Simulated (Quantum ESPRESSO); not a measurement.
# O on hollow sites of W(110): a series in the coverage, part 6 of 9

Wanted: a table for O on hollow sites of W(110) against the coverage, and what can be fitted to it.

Quantum ESPRESSO 7.5; plane-wave DFT, PBE, GBRV ultrasoft pseudopotentials.

So far. Step 6 (Self-consistent run, 0 ML): Inside the slab this potential holds the local part of the pseudopotentials, which can be repulsive at the nuclei; only its value in the vacuum has a meaning of its own. Step 7 (Relaxation with pw.x, 0.1111 ML): The relaxation lowers the energy by 58 meV an atom. On the free atoms the largest force ends at 0.038 eV/Å.

## Step 8: SCF with pw.x, 0.1111 ML

File m1.esm.in:

```
&control
  prefix = 'm1.esm'
  outdir = './out'
  pseudo_dir = './pseudo'
  calculation = 'scf'
  tprnfor = .true.
/
&system
  ibrav = 0
  nat = 28
  ntyp = 2
  ecutwfc = 40
  ecutrho = 200
  occupations = 'smearing'
  smearing = 'mv'
  degauss = 0.02
  assume_isolated = 'esm'
  esm_bc = 'bc1'
/
&electrons
  conv_thr = 1e-07
  mixing_beta = 0.25
  electron_maxstep = 160
  mixing_mode = 'local-TF'
  mixing_ndim = 12
/
ATOMIC_SPECIES
  W   183.8400  w_pbe_v1.2.uspp.F.UPF
  O   15.9990  o_pbe_v1.2.uspp.F.UPF
CELL_PARAMETERS angstrom
  6.75035572136698 -4.77322230600000 0.00000000000000
  6.75035572136698 4.77322230600000 0.00000000000000
  0.00000000000000 0.00000000000000 20.31019709156372
ATOMIC_POSITIONS crystal
  W   0.886666666700 0.886666666700 -0.139587896800
  W   0.886666666700 0.220000000000 -0.139587896800
  W   0.886666666700 0.553333333300 -0.139587896800
  W   0.220000000000 0.886666666700 -0.139587896800
  W   0.220000000000 0.220000000000 -0.139587896800
  W   0.220000000000 0.553333333300 -0.139587896800
  W   0.553333333300 0.886666666700 -0.139587896800
  W   0.553333333300 0.220000000000 -0.139587896800
  W   0.553333333300 0.553333333300 -0.139587896800
  W   0.053333333300 0.053333333300 -0.028800268100
  W   0.053333333300 0.386666666700 -0.028800268100
  W   0.053333333300 0.720000000000 -0.028800268100
  W   0.386666666700 0.053333333300 -0.028800268100
  W   0.386666666700 0.386666666700 -0.028800268100
  W   0.386666666700 0.720000000000 -0.028800268100
  W   0.720000000000 0.053333333300 -0.028800268100
  W   0.720000000000 0.386666666700 -0.028800268100
  W   0.720000000000 0.720000000000 -0.028800268100
  W   0.883480463400 0.883480463400 0.079590720400
  W   0.887387142800 0.220313010900 0.081214167200
  W   0.887580602900 0.553603144500 0.078359758300
  W   0.220313010900 0.887387142800 0.081214167200
  W   0.225993060700 0.225993060700 0.077797959500
  W   0.221150239900 0.553851129200 0.077944910800
  W   0.553603144500 0.887580602900 0.078359758300
  W   0.553851129200 0.221150239900 0.077944910800
  W   0.554431596100 0.554431596100 0.077762457500
  O   0.007752786400 0.007752786400 0.139587896800
K_POINTS automatic
  3 3 1 0 0 0
```

Launch:

```sh
OMP_NUM_THREADS=1 mpirun -n 8 pw.x -nk 1 -in m1.esm.in > m1.esm.out
```

The log of the run:

```text
[banner, memory and clock lines left out]
Program PWSCF v.7.5 starts
[...]
Message from routine setup:
[...]
number of electrons       =       384.00
     number of Kohn-Sham states=          230
     kinetic-energy cutoff     =      40.0000  Ry
     charge density cutoff     =     200.0000  Ry
[...]
number of k points=     4  Marzari-Vanderbilt smearing, width (Ry)=  0.0200
[...]
Dense  grid:   421977 G-vectors     FFT dimensions: (  72,  72, 180)
[...]
negative rho (up, down):  1.757E+00 0.000E+00
     Starting wfcs are  355 randomized atomic wfcs
[...]
negative rho (up, down):  1.753E+00 0.000E+00
[...]
estimated scf accuracy    <       4.41065204 Ry
[...]
negative rho (up, down):  1.749E+00 0.000E+00
[...]
estimated scf accuracy    <       3.04906331 Ry
[...]
negative rho (up, down):  1.768E+00 0.000E+00
[...]
estimated scf accuracy    <       0.46054509 Ry
[...]
negative rho (up, down):  1.785E+00 0.000E+00
[...]
estimated scf accuracy    <       0.31468695 Ry
[...]
negative rho (up, down):  1.804E+00 0.000E+00
[...]
estimated scf accuracy    <       0.21253917 Ry
[...]
negative rho (up, down):  1.822E+00 0.000E+00
[...]
estimated scf accuracy    <       0.05564820 Ry
[...]
negative rho (up, down):  1.814E+00 0.000E+00
[...]
estimated scf accuracy    <       0.04169853 Ry
[...]
negative rho (up, down):  1.815E+00 0.000E+00
[...]
estimated scf accuracy    <       0.02113980 Ry
[...]
negative rho (up, down):  1.821E+00 0.000E+00
[...]
estimated scf accuracy    <       0.02329756 Ry
[...]
negative rho (up, down):  1.806E+00 0.000E+00
[...]
estimated scf accuracy    <       0.03140956 Ry
[...]
negative rho (up, down):  1.802E+00 0.000E+00
[...]
estimated scf accuracy    <       0.02179684 Ry
[...]
negative rho (up, down):  1.803E+00 0.000E+00
[...]
estimated scf accuracy    <       0.01609556 Ry
[...]
negative rho (up, down):  1.807E+00 0.000E+00
[...]
estimated scf accuracy    <       0.01518980 Ry
[...]
negative rho (up, down):  1.810E+00 0.000E+00
[...]
estimated scf accuracy    <       0.00929031 Ry
[...]
negative rho (up, down):  1.810E+00 0.000E+00
[...]
estimated scf accuracy    <       0.01091029 Ry
[...]
negative rho (up, down):  1.820E+00 0.000E+00
[...]
estimated scf accuracy    <       0.00714964 Ry
[...]
negative rho (up, down):  1.816E+00 0.000E+00
[...]
estimated scf accuracy    <       0.00314692 Ry
[...]
negative rho (up, down):  1.815E+00 0.000E+00
[...]
estimated scf accuracy    <       0.00123134 Ry
[...]
negative rho (up, down):  1.813E+00 0.000E+00
[...]
estimated scf accuracy    <       0.00049009 Ry
[...]
negative rho (up, down):  1.813E+00 0.000E+00
[...]
estimated scf accuracy    <       0.00038987 Ry
[...]
negative rho (up, down):  1.814E+00 0.000E+00
[...]
estimated scf accuracy    <       0.00022420 Ry
[...]
negative rho (up, down):  1.814E+00 0.000E+00
[...]
estimated scf accuracy    <       0.00005343 Ry
[...]
negative rho (up, down):  1.814E+00 0.000E+00
[...]
estimated scf accuracy    <       0.00001462 Ry
[...]
negative rho (up, down):  1.815E+00 0.000E+00
[...]
estimated scf accuracy    <       0.00000686 Ry
[...]
negative rho (up, down):  1.815E+00 0.000E+00
[...]
estimated scf accuracy    <       0.00001037 Ry
[...]
negative rho (up, down):  1.815E+00 0.000E+00
[...]
estimated scf accuracy    <       0.00000234 Ry
[...]
negative rho (up, down):  1.815E+00 0.000E+00
[...]
estimated scf accuracy    <       0.00000185 Ry
[...]
negative rho (up, down):  1.815E+00 0.000E+00
[...]
estimated scf accuracy    <       0.00000073 Ry
[...]
negative rho (up, down):  1.815E+00 0.000E+00
[...]
estimated scf accuracy    <       0.00000012 Ry
[...]
negative rho (up, down):  1.815E+00 0.000E+00
[...]
estimated scf accuracy    <       0.00000056 Ry
[...]
negative rho (up, down):  1.815E+00 0.000E+00
[...]
estimated scf accuracy    <       0.00000043 Ry
[...]
negative rho (up, down):  1.815E+00 0.000E+00
[...]
the Fermi energy is    -4.8793 ev
!    total energy              =   -4327.17214893 Ry
     estimated scf accuracy    <       0.00000008 Ry
     smearing contrib. (-TS)   =      -0.00096878 Ry
     internal energy E=F+TS    =   -4327.17118016 Ry
[...]
one-electron contribution =   32834.45815888 Ry
     hartree contribution      =  -16567.75648546 Ry
     xc contribution           =   -1118.19099885 Ry
     ewald contribution        =  -19475.68185472 Ry
     convergence has been achieved in  32 iterations
     negative rho (up, down):  1.815E+00 0.000E+00
[...]
Total force =     0.091005     Total SCF correction =     0.002014
[...]
```

The job ended after 16 min (8 MPI ranks of Arm Neoverse V1, shared host; peak memory 4.5 GiB).

Numbers from this step:

| Item | Value |
| --- | --- |
| free energy | -58874.1763 eV |
| Fermi energy | -4.879 eV |
| vacuum line at the lower end of the cell, over the Fermi level | 4.904 eV |
| vacuum line at the upper end of the cell, over the Fermi level | 4.855 eV |

Inside the slab this potential holds the local part of the pseudopotentials, which can be repulsive at the nuclei; only its value in the vacuum has a meaning of its own.

## Step 9: Relaxing the ions, 0.75 ML

System of this step: W(110), 3 layers, 4 sites a cell, 3 O on hollow sites. The cell holds 15 atoms: 12 W and 3 O. Cell: a = 5.512 Å, b = 5.512 Å, c = 20.310 Å, α = 90.0°, β = 90.0°, γ = 70.5°. It derives from W. Vacuum lies along c.

File m7.relax.in:

```
&control
  prefix = 'm7.relax'
  outdir = './out'
  pseudo_dir = './pseudo'
  nstep = 70
  forc_conv_thr = 0.0015
  calculation = 'relax'
/
&system
  ibrav = 0
  nat = 15
  ntyp = 2
  ecutwfc = 40
  ecutrho = 200
  occupations = 'smearing'
  smearing = 'mv'
  degauss = 0.02
/
&electrons
  conv_thr = 1e-07
  mixing_beta = 0.3
  electron_maxstep = 120
  mixing_mode = 'local-TF'
/
&ions
/
ATOMIC_SPECIES
  W   183.8400  w_pbe_v1.2.uspp.F.UPF
  O   15.9990  o_pbe_v1.2.uspp.F.UPF
CELL_PARAMETERS angstrom
  4.50023714757799 -3.18214820400000 0.00000000000000
  4.50023714757799 3.18214820400000 0.00000000000000
  0.00000000000000 0.00000000000000 20.31019709156372
ATOMIC_POSITIONS crystal
  W   0.830000000000 0.330000000000 0.347070116820 0 0 0
  W   0.330000000000 0.830000000000 0.347070116820 0 0 0
  W   0.330000000000 0.330000000000 0.347070116820 0 0 0
  W   0.830000000000 0.830000000000 0.347070116820 0 0 0
  W   0.080000000000 0.580000000000 0.457857745500 0 0 0
  W   0.580000000000 0.080000000000 0.457857745500 0 0 0
  W   0.580000000000 0.580000000000 0.457857745500 0 0 0
  W   0.080000000000 0.080000000000 0.457857745500 0 0 0
  W   0.830000000000 0.330000000000 0.568645374180
  W   0.330000000000 0.830000000000 0.568645374180
  W   0.330000000000 0.330000000000 0.568645374180
  W   0.830000000000 0.830000000000 0.568645374180
  O   0.000000000000 0.500000000000 0.652929883180
  O   0.500000000000 0.000000000000 0.652929883180
  O   0.500000000000 0.500000000000 0.652929883180
K_POINTS automatic
  5 5 1 0 0 0
```

Launch:

```sh
OMP_NUM_THREADS=1 mpirun -n 8 pw.x -nk 2 -in m7.relax.in > m7.relax.out
```

The log of the run:

```text
[banner, memory and clock lines left out]
Program PWSCF v.7.5 starts
[...]
Message from routine setup:
[...]
number of electrons       =       186.00
     number of Kohn-Sham states=          112
     kinetic-energy cutoff     =      40.0000  Ry
     charge density cutoff     =     200.0000  Ry
[...]
number of k points=     9  Marzari-Vanderbilt smearing, width (Ry)=  0.0200
[...]
Dense  grid:   187585 G-vectors     FFT dimensions: (  48,  48, 180)
[...]
negative rho (up, down):  7.607E-01 0.000E+00
     Starting wfcs are  168 randomized atomic wfcs
[...]
negative rho (up, down):  7.579E-01 0.000E+00
[...]
estimated scf accuracy    <       4.39348878 Ry
[...]
negative rho (up, down):  7.577E-01 0.000E+00
[...]
estimated scf accuracy    <       2.03227515 Ry
[...]
negative rho (up, down):  7.701E-01 0.000E+00
[...]
estimated scf accuracy    <       0.52457369 Ry
[...]
negative rho (up, down):  7.728E-01 0.000E+00
[...]
estimated scf accuracy    <       0.34110023 Ry
[...]
negative rho (up, down):  7.789E-01 0.000E+00
[...]
estimated scf accuracy    <       0.07300163 Ry
[...]
negative rho (up, down):  7.839E-01 0.000E+00
[...]
estimated scf accuracy    <       0.20866147 Ry
[...]
negative rho (up, down):  7.853E-01 0.000E+00
[...]
estimated scf accuracy    <       0.05571665 Ry
[...]
negative rho (up, down):  7.866E-01 0.000E+00
[...]
estimated scf accuracy    <       0.02205939 Ry
[...]
negative rho (up, down):  7.855E-01 0.000E+00
[...]
estimated scf accuracy    <       0.00217812 Ry
[...]
negative rho (up, down):  7.853E-01 0.000E+00
[...]
estimated scf accuracy    <       0.00163206 Ry
[...]
negative rho (up, down):  7.846E-01 0.000E+00
[...]
estimated scf accuracy    <       0.00101072 Ry
[...]
negative rho (up, down):  7.835E-01 0.000E+00
[...]
estimated scf accuracy    <       0.00082882 Ry
[...]
negative rho (up, down):  7.839E-01 0.000E+00
[...]
estimated scf accuracy    <       0.00036423 Ry
[...]
negative rho (up, down):  7.857E-01 0.000E+00
[...]
estimated scf accuracy    <       0.00019278 Ry
[...]
negative rho (up, down):  7.860E-01 0.000E+00
[...]
estimated scf accuracy    <       0.00010890 Ry
[...]
negative rho (up, down):  7.870E-01 0.000E+00
[...]
estimated scf accuracy    <       0.00007761 Ry
[...]
negative rho (up, down):  7.872E-01 0.000E+00
[...]
estimated scf accuracy    <       0.00001493 Ry
[...]
negative rho (up, down):  7.874E-01 0.000E+00
[...]
estimated scf accuracy    <       0.00000257 Ry
[...]
negative rho (up, down):  7.874E-01 0.000E+00
[...]
estimated scf accuracy    <       0.00000335 Ry
[...]
negative rho (up, down):  7.874E-01 0.000E+00
[...]
estimated scf accuracy    <       0.00000028 Ry
[...]
negative rho (up, down):  7.874E-01 0.000E+00
[...]
the Fermi energy is     3.8228 ev
!    total energy              =   -2005.70425860 Ry
     estimated scf accuracy    <       0.00000005 Ry
     smearing contrib. (-TS)   =      -0.00507778 Ry
     internal energy E=F+TS    =   -2005.69918081 Ry
[...]
one-electron contribution =  -11186.15032649 Ry
     hartree contribution      =    5589.01324733 Ry
     xc contribution           =    -514.74407744 Ry
     ewald contribution        =    4106.18197579 Ry
     convergence has been achieved in  21 iterations
     negative rho (up, down):  7.874E-01 0.000E+00
[...]
Total force =     0.507808     Total SCF correction =     0.000184
[...]
negative rho (up, down):  7.955E-01 0.000E+00
[...]
negative rho (up, down):  7.950E-01 0.000E+00
[...]
estimated scf accuracy    <       0.05980183 Ry
[...]
negative rho (up, down):  7.948E-01 0.000E+00
[...]
estimated scf accuracy    <       0.02104955 Ry
[...]
negative rho (up, down):  7.950E-01 0.000E+00
[...]
estimated scf accuracy    <       0.00865614 Ry
[...]
negative rho (up, down):  7.947E-01 0.000E+00
[...]
estimated scf accuracy    <       0.00399117 Ry
[...]
negative rho (up, down):  7.941E-01 0.000E+00
[...]
estimated scf accuracy    <       0.00280786 Ry
[...]
negative rho (up, down):  7.942E-01 0.000E+00
[...]
estimated scf accuracy    <       0.00069240 Ry
[...]
negative rho (up, down):  7.940E-01 0.000E+00
[...]
estimated scf accuracy    <       0.00018067 Ry
[...]
negative rho (up, down):  7.942E-01 0.000E+00
[...]
estimated scf accuracy    <       0.00011294 Ry
[...]
negative rho (up, down):  7.946E-01 0.000E+00
[...]
estimated scf accuracy    <       0.00001861 Ry
[...]
negative rho (up, down):  7.952E-01 0.000E+00
[...]
estimated scf accuracy    <       0.00003734 Ry
[...]
negative rho (up, down):  7.955E-01 0.000E+00
[...]
estimated scf accuracy    <       0.00000502 Ry
[...]
negative rho (up, down):  7.957E-01 0.000E+00
[...]
estimated scf accuracy    <       0.00000118 Ry
[...]
negative rho (up, down):  7.958E-01 0.000E+00
[...]
estimated scf accuracy    <       0.00000058 Ry
[...]
negative rho (up, down):  7.958E-01 0.000E+00
[...]
estimated scf accuracy    <       0.00000020 Ry
[...]
negative rho (up, down):  7.958E-01 0.000E+00
[...]
estimated scf accuracy    <       0.00000011 Ry
[...]
negative rho (up, down):  7.958E-01 0.000E+00
[...]
the Fermi energy is     4.0635 ev
!    total energy              =   -2005.92410889 Ry
     estimated scf accuracy    <       0.00000008 Ry
     smearing contrib. (-TS)   =      -0.00472143 Ry
     internal energy E=F+TS    =   -2005.91938746 Ry
[...]
one-electron contribution =  -11159.49086076 Ry
     hartree contribution      =    5576.54467932 Ry
     xc contribution           =    -514.93103830 Ry
     ewald contribution        =    4091.95783228 Ry
     convergence has been achieved in  16 iterations
     negative rho (up, down):  7.958E-01 0.000E+00
[...]
Total force =     0.338942     Total SCF correction =     0.001082
[...]
negative rho (up, down):  7.834E-01 0.000E+00
[...]
negative rho (up, down):  7.829E-01 0.000E+00
[...]
estimated scf accuracy    <       0.05422129 Ry
[...]
negative rho (up, down):  7.827E-01 0.000E+00
[...]
estimated scf accuracy    <       0.02343062 Ry
[...]
negative rho (up, down):  7.826E-01 0.000E+00
[...]
estimated scf accuracy    <       0.01197907 Ry
[...]
negative rho (up, down):  7.824E-01 0.000E+00
[...]
estimated scf accuracy    <       0.00847172 Ry
[...]
negative rho (up, down):  7.817E-01 0.000E+00
[...]
estimated scf accuracy    <       0.00299668 Ry
[...]
negative rho (up, down):  7.814E-01 0.000E+00
[...]
estimated scf accuracy    <       0.00098329 Ry
[...]
negative rho (up, down):  7.813E-01 0.000E+00
[...]
estimated scf accuracy    <       0.00091653 Ry
[...]
negative rho (up, down):  7.815E-01 0.000E+00
[...]
estimated scf accuracy    <       0.00008409 Ry
[...]
negative rho (up, down):  7.821E-01 0.000E+00
[...]
estimated scf accuracy    <       0.00009200 Ry
[...]
negative rho (up, down):  7.829E-01 0.000E+00
[...]
estimated scf accuracy    <       0.00001674 Ry
[...]
negative rho (up, down):  7.836E-01 0.000E+00
[...]
estimated scf accuracy    <       0.00001331 Ry
[...]
negative rho (up, down):  7.836E-01 0.000E+00
[...]
estimated scf accuracy    <       0.00000661 Ry
[...]
negative rho (up, down):  7.838E-01 0.000E+00
[...]
estimated scf accuracy    <       0.00000158 Ry
[...]
negative rho (up, down):  7.837E-01 0.000E+00
[...]
estimated scf accuracy    <       0.00000019 Ry
[...]
negative rho (up, down):  7.837E-01 0.000E+00
[...]
estimated scf accuracy    <       0.00000038 Ry
[...]
negative rho (up, down):  7.837E-01 0.000E+00
[...]
the Fermi energy is     4.3507 ev
!    total energy              =   -2006.02731999 Ry
     estimated scf accuracy    <       0.00000009 Ry
     smearing contrib. (-TS)   =      -0.00517841 Ry
     internal energy E=F+TS    =   -2006.02214158 Ry
[...]
one-electron contribution =  -11162.36908773 Ry
     hartree contribution      =    5579.14771468 Ry
     xc contribution           =    -515.27019134 Ry
     ewald contribution        =    4092.46942281 Ry
     convergence has been achieved in  16 iterations
     negative rho (up, down):  7.837E-01 0.000E+00
[...]
Total force =     0.131329     Total SCF correction =     0.001407
[...]
negative rho (up, down):  7.854E-01 0.000E+00
[...]
negative rho (up, down):  7.853E-01 0.000E+00
[...]
estimated scf accuracy    <       0.00334442 Ry
[...]
negative rho (up, down):  7.851E-01 0.000E+00
[...]
estimated scf accuracy    <       0.00202831 Ry
[...]
negative rho (up, down):  7.848E-01 0.000E+00
[...]
estimated scf accuracy    <       0.00066211 Ry
[...]
negative rho (up, down):  7.848E-01 0.000E+00
[...]
estimated scf accuracy    <       0.00013857 Ry
[...]
negative rho (up, down):  7.846E-01 0.000E+00
[...]
estimated scf accuracy    <       0.00007869 Ry
[...]
negative rho (up, down):  7.846E-01 0.000E+00
[...]
estimated scf accuracy    <       0.00002413 Ry
[...]
negative rho (up, down):  7.848E-01 0.000E+00
[...]
estimated scf accuracy    <       0.00000867 Ry
[...]
negative rho (up, down):  7.849E-01 0.000E+00
[...]
estimated scf accuracy    <       0.00000705 Ry
[...]
negative rho (up, down):  7.852E-01 0.000E+00
[...]
estimated scf accuracy    <       0.00000273 Ry
[...]
negative rho (up, down):  7.853E-01 0.000E+00
[...]
estimated scf accuracy    <       0.00000120 Ry
[...]
negative rho (up, down):  7.854E-01 0.000E+00
[...]
estimated scf accuracy    <       0.00000023 Ry
[...]
negative rho (up, down):  7.854E-01 0.000E+00
[...]
estimated scf accuracy    <       0.00000005 Ry
[...]
negative rho (up, down):  7.855E-01 0.000E+00
[...]
estimated scf accuracy    <       0.00000005 Ry
[...]
negative rho (up, down):  7.855E-01 0.000E+00
[...]
the Fermi energy is     4.4041 ev
!    total energy              =   -2006.04461290 Ry
     estimated scf accuracy    <       0.00000001 Ry
     smearing contrib. (-TS)   =      -0.00537454 Ry
     internal energy E=F+TS    =   -2006.03923836 Ry
[...]
one-electron contribution =  -11196.52387795 Ry
     hartree contribution      =    5596.47599159 Ry
     xc contribution           =    -515.34405983 Ry
     ewald contribution        =    4109.35270783 Ry
     convergence has been achieved in  14 iterations
     negative rho (up, down):  7.855E-01 0.000E+00
[...]
Total force =     0.110557     Total SCF correction =     0.000179
[...]
negative rho (up, down):  7.895E-01 0.000E+00
[...]
negative rho (up, down):  7.896E-01 0.000E+00
[...]
estimated scf accuracy    <       0.00412356 Ry
[...]
negative rho (up, down):  7.898E-01 0.000E+00
[...]
estimated scf accuracy    <       0.00241199 Ry
[...]
negative rho (up, down):  7.896E-01 0.000E+00
[...]
estimated scf accuracy    <       0.00049221 Ry
[...]
negative rho (up, down):  7.896E-01 0.000E+00
[...]
estimated scf accuracy    <       0.00009495 Ry
[...]
negative rho (up, down):  7.894E-01 0.000E+00
[...]
estimated scf accuracy    <       0.00005399 Ry
[...]
negative rho (up, down):  7.893E-01 0.000E+00
[...]
estimated scf accuracy    <       0.00001856 Ry
[...]
negative rho (up, down):  7.895E-01 0.000E+00
[...]
estimated scf accuracy    <       0.00000550 Ry
[...]
negative rho (up, down):  7.896E-01 0.000E+00
[...]
estimated scf accuracy    <       0.00000221 Ry
[...]
negative rho (up, down):  7.898E-01 0.000E+00
[...]
estimated scf accuracy    <       0.00000094 Ry
[...]
negative rho (up, down):  7.899E-01 0.000E+00
[...]
estimated scf accuracy    <       0.00000041 Ry
[...]
negative rho (up, down):  7.900E-01 0.000E+00
[...]
estimated scf accuracy    <       0.00000021 Ry
[...]
negative rho (up, down):  7.901E-01 0.000E+00
[...]
estimated scf accuracy    <       0.00000005 Ry
[...]
negative rho (up, down):  7.901E-01 0.000E+00
[...]
the Fermi energy is     4.4565 ev
!    total energy              =   -2006.09519586 Ry
     estimated scf accuracy    <          5.4E-10 Ry
     smearing contrib. (-TS)   =      -0.00358849 Ry
     internal energy E=F+TS    =   -2006.09160737 Ry
[...]
one-electron contribution =  -11654.50179797 Ry
     hartree contribution      =    5825.92933153 Ry
     xc contribution           =    -515.86121914 Ry
     ewald contribution        =    4338.34207820 Ry
     convergence has been achieved in  10 iterations
     negative rho (up, down):  7.934E-01 0.000E+00
[...]
Total force =     0.008424     Total SCF correction =     0.000047
[...]
negative rho (up, down):  7.939E-01 0.000E+00
[...]
negative rho (up, down):  7.939E-01 0.000E+00
[...]
estimated scf accuracy    <       0.00009599 Ry
[...]
negative rho (up, down):  7.939E-01 0.000E+00
[...]
estimated scf accuracy    <       0.00005620 Ry
[...]
negative rho (up, down):  7.939E-01 0.000E+00
[...]
estimated scf accuracy    <       0.00000183 Ry
[...]
negative rho (up, down):  7.939E-01 0.000E+00
[...]
estimated scf accuracy    <       0.00000023 Ry
[...]
negative rho (up, down):  7.939E-01 0.000E+00
[...]
estimated scf accuracy    <       0.00000008 Ry
[...]
negative rho (up, down):  7.939E-01 0.000E+00
[...]
estimated scf accuracy    <       0.00000001 Ry
[...]
negative rho (up, down):  7.939E-01 0.000E+00
[...]
estimated scf accuracy    <          2.7E-09 Ry
[...]
negative rho (up, down):  7.939E-01 0.000E+00
[...]
```

Run time: 39 min. Hardware: 8 MPI ranks; peak memory 2.3 GiB.

[end of part 6 of 9]

[Logs are printed without paths, hosts, clocks, repeated set-up lines and the standing remarks that a program may print on its own settings, such as how far it seeks lower states.]

[Hosts, paths, dates, database ids (printed as entryN), source tags and the programs' standing remarks are cut or masked in the printed files.]

[Maps of the electrostatic potential energy from Ansatz leave out the sawtooth potential of an applied field or a dipole correction, so their vacuum need not be flat; planar profiles and work functions include it.]
